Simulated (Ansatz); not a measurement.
# InAsOs5: relaxing a made-up structure, part 2 of 2

This structure for InAsOs5 is made up. Its elements were placed in a known structure type with a cell scaled to their sizes. What cell does the guess relax to, and how far off was it?

Ansatz 0.2.0; DFT, PBEsol, plane-wave PAW, files of the set soft_1, scalar-relativistic, no spin, cell and ions relaxed at zero pressure; PAW set soft_1 (the session's first sound run).

So far: The starting structure; Relaxation of the guess.

## (2) Relaxation of the guess (continued)

Step by step:

| step | energy less that of the first step (eV) | largest force component (eV/Å) | pressure (GPa) | volume (Å³) |
| --- | --- | --- | --- | --- |
| 1 | 0.0000 | 0.5477 | -2.39 | 109.22 |
| 2 | -0.2039 | 0.2809 | 6.41 | 105.72 |
| 3 | -0.2832 | 0.1699 | -2.01 | 108.81 |
| 4 | -0.2919 | 0.1039 | -0.48 | 108.20 |
| 5 | -0.2941 | 0.0071 | 0.12 | 107.97 |
| 6 | -0.2941 | 0.0002 | 0.00 | 108.02 |
| 7* | -0.2942 | 0.0002 | 0.00 | 108.02 |

Relaxation steps marked * repeat the geometry before them on a plane-wave basis chosen anew for their cell, so energy and pressure can jump there.

The run keeps the 16 symmetry operations that it works with, so distortions that break them were not tested.

| conventional cell, symmetrised | before | after | change |
| --- | --- | --- | --- |
| a (Å) | 3.940 | 4.052 | +2.8 % |
| b (Å) | 3.940 | 4.052 | +2.8 % |
| c (Å) | 7.036 | 6.579 | -6.5 % |
| volume (Å³/atom) | 15.60 | 15.43 | -1.1 % |

The atoms that moved most (Å, as changes of fractional coordinates times the final cell):

| atom | dx | dy | dz | length |
| --- | --- | --- | --- | --- |
| Os2 | 0.000 | 0.000 | 0.038 | 0.038 |
| Os3 | 0.000 | 0.000 | -0.038 | 0.038 |
| Os4 | 0.000 | 0.000 | 0.038 | 0.038 |
| Os5 | 0.000 | 0.000 | -0.038 | 0.038 |

This step gave:

- free energy: -66594.6791 eV
- energy at zero smearing: -66594.6469 eV
- smearing term TS: 0.06434 eV
- Fermi energy: 21.05 eV
- electrons: 108
- symmetry operations: 16
- pressure: 0.002667 GPa

Shortest distances by pair of elements, guess and relaxed (not always the same contact):

| pair | guess (Å) | relaxed (Å) |
| --- | --- | --- |
| As–Os | 2.447 | 2.460 |
| Os–Os | 2.786 | 2.773 |
| In–Os | 2.786 | 2.773 |
| In–In | 3.940 | 4.052 |
| As–As | 3.940 | 4.052 |

The relaxation ends with a largest force component of 2.3e-4 eV/Å and a pressure of 0.00 GPa.

## (3) Electronic structure of the relaxed cell

A second self-consistent run takes a narrower smearing and the mesh shown in its input; the bands follow along the standard path of the relaxed lattice.

This step: DFT, PBEsol, plane-wave PAW, files of the set soft_1, scalar-relativistic, no spin, bands and density of states at the relaxed cell; PAW set soft_1 (Ansatz 0.2.0).

File input.yaml:

```yaml
crystal:
  lattice:
    - [4.0519857765, 0.0, 0.0]
    - [0.0, 4.0519857765, 0.0]
    - [0.0, 0.0, 6.5790516489]
  atoms:
    - { symbol: Os, position: [0.0, 0.0, 0.0] }
    - { symbol: Os, position: [0.5, 0.0, 0.712126937] }
    - { symbol: Os, position: [0.5, 0.0, 0.287873063] }
    - { symbol: Os, position: [0.0, 0.5, 0.712126937] }
    - { symbol: Os, position: [0.0, 0.5, 0.287873063] }
    - { symbol: In, position: [0.5, 0.5, 0.0] }
    - { symbol: As, position: [0.0, 0.0, 0.5] }
kpoints:
  mp_grid: { grid: [8, 8, 6] }
  band_path:
    path:
      - [[0.0, 0.0, 0.0], [0.0, 0.5, 0.0], [0.5, 0.5, 0.0], [0.0, 0.0, 0.0], [0.0, 0.0, 0.5], [0.0, 0.5, 0.5], [0.5, 0.5, 0.5], [0.0, 0.0, 0.5]]
      - [[0.0, 0.5, 0.0], [0.0, 0.5, 0.5]]
      - [[0.5, 0.5, 0.0], [0.5, 0.5, 0.5]]
    npoints: 8
scf:
  occupations: { method: fermi_dirac, width: 0.03 }
  n_extra_bands: 11
hamiltonian:
  xc: pbesol
  pseudopotentials: { kind: paw, azcp: { folder: soft_1 }, xc_functional: pbe }
output:
  forces: true
  stress: true
  write_bands: true
  dos: { projected: true }
  write_density: true
  write_potential: true
  elf: true
  volumetric_format: npy
```

Started as:

```
ansatz run input.yaml --threads 4 --pin off --max-ram 10240MiB --backend cpu --events-out ev --progress --plain --runs-dir out
```

Numbers of over 12 decimals in the logs are rounded to 6 here.

Output:

```text
[...]
Crystal: 7 atoms, lattice volume = 108.019 Å³
Basis set: ecut = 420 eV, 2101 PW (Γ), exchange–correlation on 60×60×90 points (8 copies of the dense FFT grid, shifted against one another)
Bands: 65, of which v1, the nominal top of the filled ones, is band 54 counted from 1 (53 counted from 0)
Symmetry: 16 space group operations
[...]
k-points: 60 of 384
[...]
SCF iter   1: F=—  HF=-66595.638000 eV  |F-HF|=—  |Δ(HF+E_count)|=         —  Δρ=4.95e-2  dr2=6.27e0  ethr=3.10e-3  ⟨swp⟩=6.0  Hψ=13406  notcnv=0  defer=2
[...]
SCF iter   9: F=-66594.647271 eV  HF=-66594.647271 eV  |F-HF|=5.83e-8  |Δ(HF+E_count)|=   1.33e-7  Δρ=7.62e-6  dr2=9.40e-8  ethr=9.26e-11  ⟨swp⟩=13.4  Hψ=29473  notcnv=0
SCF 1 converged in 9 iterations: F = -66594.647271 eV  dr2 = 9.40e-8
[...]
NSCF: frozen V_eff on 75 k-points
SCF converged after 9 iterations
Free energy (F): -66594.647271 eV
[...]
Internal energy: -66594.623665 eV  (E = F + TS)
E sigma→0 (E₀):  -66594.635468 eV
Entropy (-TS):   -0.023606 eV (-3.372 meV/atom)
Fermi energy:    21.046904 eV
[...]
--- Forces (eV/Å), atoms counted from 1 ---
  atom   1  Os    -0.00000000     0.00000000     0.00000000
  atom   2  Os     0.00000000     0.00000000    -0.10858201
  atom   3  Os     0.00000000     0.00000000     0.10858201
  atom   4  Os     0.00000000     0.00000000    -0.10858201
  atom   5  Os     0.00000000     0.00000000     0.10858201
  atom   6  In     0.00000000    -0.00000000     0.00000000
  atom   7  As     0.00000000     0.00000000     0.00000000
  max |Σ_I F_I| component: 5.55e-17 eV/Å
--- Stress (GPa, compression-positive) ---
       -0.001864       0.000000       0.000000
        0.000000      -0.001864       0.000000
        0.000000       0.000000       0.187909
  P = ⅓ Tr σ = 0.0614 GPa (0.614 kbar)
--- Band table (eV; the first three rows and the last of 60) ---
  k-point 0: bands = [... 50 lower, 20.8709, 20.9487, 20.9487, 21.7206, 21.7988, 22.0653, 22.0653, 22.0958, ... 7 higher]
  k-point 1: bands = [... 50 lower, 21.0389, 21.2544, 21.2544, 21.6519, 21.7915, 22.4673, 22.4673, 22.5721, ... 7 higher]
  k-point 2: bands = [... 50 lower, 20.9146, 20.9146, 21.1731, 21.6414, 21.7752, 23.1358, 23.4272, 23.4272, ... 7 higher]
  k-point 59: bands = [... 50 lower, 19.6374, 19.7978, 19.7978, 20.3490, 20.5633, 20.9775, 21.6118, 22.1939, ... 7 higher]
```

Run time: 11 s. Hardware: 4 threads of Arm Neoverse V2, shared host; peak memory 0.75 GiB; 42 s of CPU time.

Reading the cycles: dr2 is the Hartree energy of the density residual (eV), the measure of convergence; HF is the Harris–Foulkes estimate of the energy, which meets the free energy F at convergence.

This step gave:

```
free energy             : -66594.6473 eV
energy at zero smearing : -66594.6355 eV
smearing term TS        : 0.02361 eV
pressure                : 0.06139 GPa
```

From bands.tsv, the bands that come nearest the Fermi level along the path, at its corners, in eV from the Fermi level:

```
point  band 51  band 52  band 53  band 54  band 55  band 56  band 57  band 58
    Γ    -0.18    -0.10    -0.10     0.67     0.75     1.02     1.02     1.05
    X    -1.41    -0.68    -0.63    -0.50    -0.22    -0.15     0.72     1.05
    M    -0.81    -0.62    -0.62    -0.44     0.01     0.47     0.53     0.57
    Γ    -0.18    -0.10    -0.10     0.67     0.75     1.02     1.02     1.05
    Z    -0.40    -0.40    -0.14     0.60     0.72     2.30     2.38     2.47
    R    -1.44    -1.24    -0.98    -0.50    -0.46    -0.45     0.27     0.42
    A    -1.41    -1.25    -1.25    -0.70    -0.48    -0.07     0.56     1.15
    Z    -0.40    -0.40    -0.14     0.60     0.72     2.30     2.38     2.47
    X    -1.41    -0.68    -0.63    -0.50    -0.22    -0.15     0.72     1.05
    R    -1.44    -1.24    -0.98    -0.50    -0.46    -0.45     0.27     0.42
    M    -0.81    -0.62    -0.62    -0.44     0.01     0.47     0.53     0.57
    A    -1.41    -1.25    -1.25    -0.70    -0.48    -0.07     0.56     1.15
```

States per cell as run, both spins, in windows of 1 eV, from dos.tsv (zero at the Fermi level):

```
from  to  total
  -8  -7   2.85
  -7  -6   3.29
  -6  -5   2.12
  -5  -4   7.75
  -4  -3   7.14
  -3  -2   6.52
  -2  -1   6.18
  -1   0   8.33
   0   1   6.40
   1   2   3.36
   2   3   2.76
   3   4   3.37
   4   5   2.19
```

Below -8 eV lie 63.7 more states.

Force by atom:

| atom | x (eV/Å) | y (eV/Å) | z (eV/Å) | size |
| --- | --- | --- | --- | --- |
| Os1 | 0.000 | 0.000 | 0.000 | 0.000 |
| Os2 | 0.000 | 0.000 | -0.109 | 0.109 |
| Os3 | 0.000 | 0.000 | 0.109 | 0.109 |
| Os4 | 0.000 | 0.000 | -0.109 | 0.109 |
| Os5 | 0.000 | 0.000 | 0.109 | 0.109 |
| In6 | 0.000 | 0.000 | 0.000 | 0.000 |
| As7 | 0.000 | 0.000 | 0.000 | 0.000 |

Valence density in the ac plane at fractional y = 0.000, with atoms of Os and As within 0.2 Å of it. It is the smooth field of the valence electrons, not physical close to the nuclei.

Values in e/Å³, 22 rows by 14 columns, each cell a mean:
```
 8  7  3  1  0  0  0  0  0  0  1  1  5  7
 5  4  2  1  0  0  0  0  0  0  0  1  3  5
 2  1  1  0  0  0  1  1  1  0  0  0  1  1
 1  0  0  0  1  1  2  2  2  1  1  0  0  0
 0  0  0  0  1  3  6  6  5  3  1  0  0  0
 0  0  0  1  2  5  8  8  7  4  1  0  0  0
 0  0  0  1  2  5  8  8  7  4  1  0  0  0
 1  0  0  1  1  3  6  6  5  3  1  1  0  0
 2  1  1  1  1  1  2  2  2  1  1  1  1  2
15  7  1  1  0  1  1  1  1  1  1  1  3  9
39 18  2  1  0  0  0  0  0  0  1  1  6 24
26 12  2  1  0  0  1  1  0  0  1  1  4 16
 4  2  1  1  1  1  2  2  1  1  1  1  1  3
 1  1  1  1  1  2  4  5  3  2  1  1  1  1
 0  0  0  1  2  4  7  8  7  4  1  0  0  0
 0  0  0  1  2  5  8  9  7  4  1  0  0  0
 0  0  0  0  1  4  6  7  6  3  1  0  0  0
 0  0  0  0  1  2  3  4  3  1  1  0  0  0
 1  1  1  0  0  1  1  1  1  1  0  0  1  1
 4  3  1  1  0  0  0  0  0  0  0  1  2  3
 7  6  3  1  0  0  0  0  0  0  1  1  4  7
 9  7  4  1  0  0  0  0  0  0  1  2  5  8
```
Columns run along a (4.1 Å), rows up along c (6.6 Å). Atoms in or near the plane, at fractional coordinates: Os at (0.00, 0.00), Os at (0.50, 0.71), Os at (0.50, 0.29), As at (0.00, 0.50).

ELF in the ac plane at fractional y = 0.000, with atoms of Os and As within 0.2 Å of it. It is the smooth field of the valence electrons, not physical close to the nuclei.

Values, 22 rows by 14 columns, each cell a mean:
```
0.53 0.58 0.53 0.37 0.30 0.31 0.24 0.22 0.27 0.31 0.31 0.41 0.57 0.56
0.63 0.57 0.41 0.31 0.35 0.33 0.23 0.21 0.27 0.35 0.33 0.33 0.48 0.59
0.48 0.40 0.30 0.35 0.39 0.31 0.26 0.25 0.27 0.33 0.39 0.33 0.32 0.42
0.29 0.28 0.31 0.37 0.35 0.37 0.44 0.46 0.42 0.36 0.36 0.36 0.29 0.28
0.20 0.23 0.28 0.29 0.39 0.54 0.59 0.59 0.59 0.50 0.33 0.29 0.26 0.22
0.18 0.20 0.24 0.26 0.45 0.60 0.53 0.47 0.58 0.57 0.36 0.26 0.23 0.19
0.29 0.31 0.32 0.29 0.46 0.60 0.54 0.47 0.59 0.58 0.37 0.29 0.32 0.30
0.45 0.46 0.45 0.36 0.39 0.53 0.58 0.57 0.58 0.50 0.34 0.39 0.47 0.46
0.40 0.48 0.56 0.49 0.32 0.34 0.44 0.47 0.40 0.32 0.37 0.52 0.55 0.45
0.15 0.27 0.53 0.55 0.39 0.30 0.33 0.35 0.31 0.31 0.46 0.56 0.44 0.22
0.08 0.12 0.45 0.56 0.46 0.39 0.41 0.43 0.39 0.40 0.51 0.56 0.31 0.09
0.08 0.18 0.49 0.56 0.43 0.34 0.35 0.36 0.34 0.35 0.49 0.56 0.37 0.14
0.34 0.44 0.56 0.51 0.33 0.31 0.39 0.42 0.36 0.30 0.39 0.54 0.53 0.40
0.48 0.51 0.51 0.41 0.35 0.46 0.55 0.56 0.53 0.42 0.34 0.45 0.52 0.50
0.33 0.35 0.35 0.30 0.45 0.60 0.56 0.51 0.60 0.57 0.36 0.31 0.36 0.35
0.20 0.23 0.26 0.27 0.47 0.61 0.51 0.43 0.58 0.59 0.37 0.26 0.25 0.22
0.19 0.21 0.27 0.28 0.41 0.56 0.59 0.57 0.59 0.53 0.33 0.28 0.25 0.20
0.24 0.25 0.31 0.34 0.35 0.44 0.53 0.55 0.50 0.41 0.34 0.34 0.29 0.25
0.42 0.35 0.30 0.37 0.38 0.31 0.29 0.29 0.29 0.33 0.39 0.34 0.31 0.38
0.60 0.52 0.35 0.31 0.38 0.33 0.23 0.21 0.26 0.35 0.36 0.31 0.41 0.55
0.57 0.59 0.50 0.35 0.31 0.31 0.24 0.22 0.27 0.32 0.31 0.39 0.55 0.58
0.43 0.56 0.57 0.41 0.29 0.29 0.23 0.21 0.26 0.29 0.31 0.46 0.60 0.52
```
Columns run along a (4.1 Å), rows up along c (6.6 Å). Atoms in or near the plane, at fractional coordinates: Os at (0.00, 0.00), Os at (0.50, 0.71), Os at (0.50, 0.29), As at (0.00, 0.50).

Electrostatic potential energy in the ac plane at fractional y = 0.000, with atoms of Os and As within 0.2 Å of it. With pseudopotentials it is smooth inside the atoms' cores, unlike the true potential.

Ten even steps from '_' (-59 eV) to '@' (23 eV), each cell a mean:
```
____--##@@@@@@@@@@@@%%**::__
::::++%%@@@@@@@@@@@@@@##==::
**##%%@@@@@@%%%%%%@@@@@@%%**
%%@@@@@@%%##++==++##@@@@@@@@
@@@@@@@@**--..__::==%%@@@@@@
@@@@@@%%++::______--##@@@@@@
@@@@@@%%++::______--##@@@@@@
%%%%@@%%**--..__::==%%@@%%%%
%%####%%%%##++==++##%%%%####
@@@@##%%@@%%%%%%%%@@%%##%%@@
@@@@%%##@@@@@@@@@@@@%%##%%@@
@@@@####@@@@@@@@@@@@%%##%%@@
%%%%##%%%%##**++**%%%%%%##%%
####%%%%##++::::--++%%%%%%##
@@@@@@%%++::______--##@@@@@@
@@@@@@%%++::______::##@@@@@@
@@@@@@@@**--____..==##@@@@@@
@@@@@@@@%%++----==**%%@@@@@@
####%%@@@@%%####%%%%@@@@%%##
--==##%%@@@@@@@@@@@@@@%%++==
__..==##@@@@@@@@@@@@%%**::__
____--**@@@@@@@@@@@@%%++..__
```
Columns run along a (4.1 Å; values clipped at the 3rd and 97th percentile), rows up along c (6.6 Å). Atoms in or near the plane, at fractional coordinates: Os at (0.00, 0.00), Os at (0.50, 0.71), Os at (0.50, 0.29), As at (0.00, 0.50).

## (4) Results

```
space group, relaxed : P4/mmm
conventional cell    : a = 4.052, b = 4.052, c = 6.579 Å; α = 90.0°, β = 90.0°, γ = 90.0°
volume per atom      : 15.43 Å³ (guess 15.60)
```

**Reading.** InAsOs5 relaxes to P4/mmm with a = 4.052, b = 4.052 and c = 6.579 Å. The guessed volume was near the relaxed one. The space group P4/mmm was held in the relaxation, so the end point is a stationary structure within it and may be a saddle against distortions or other arrangements. Bands cross the Fermi level, so it is a metal or semimetal at this level. On the 8×8×6 mesh with the narrower smearing (relaxed on 7×7×4) the largest force component is 0.109 eV/Å and the largest stress component is 0.188 GPa, against the relaxation's thresholds of 0.015 eV/Å and 0.05 GPa. The cutoff wasn't tested. Spin-orbit coupling is left out, which can matter for elements this heavy. No dispersion term is used, so weakly bound directions may come out too long. The runs have no spin, and magnetism wasn't tested. Nothing here tests whether the compound is stable against decomposition.

[Logs are printed without paths, hosts, clocks, repeated set-up lines and the standing remarks that a program may print on its own settings, such as how far it seeks lower states.]

[Hosts, paths, dates, database ids (printed as entryN), source tags and the programs' standing remarks are cut or masked in the printed files.]
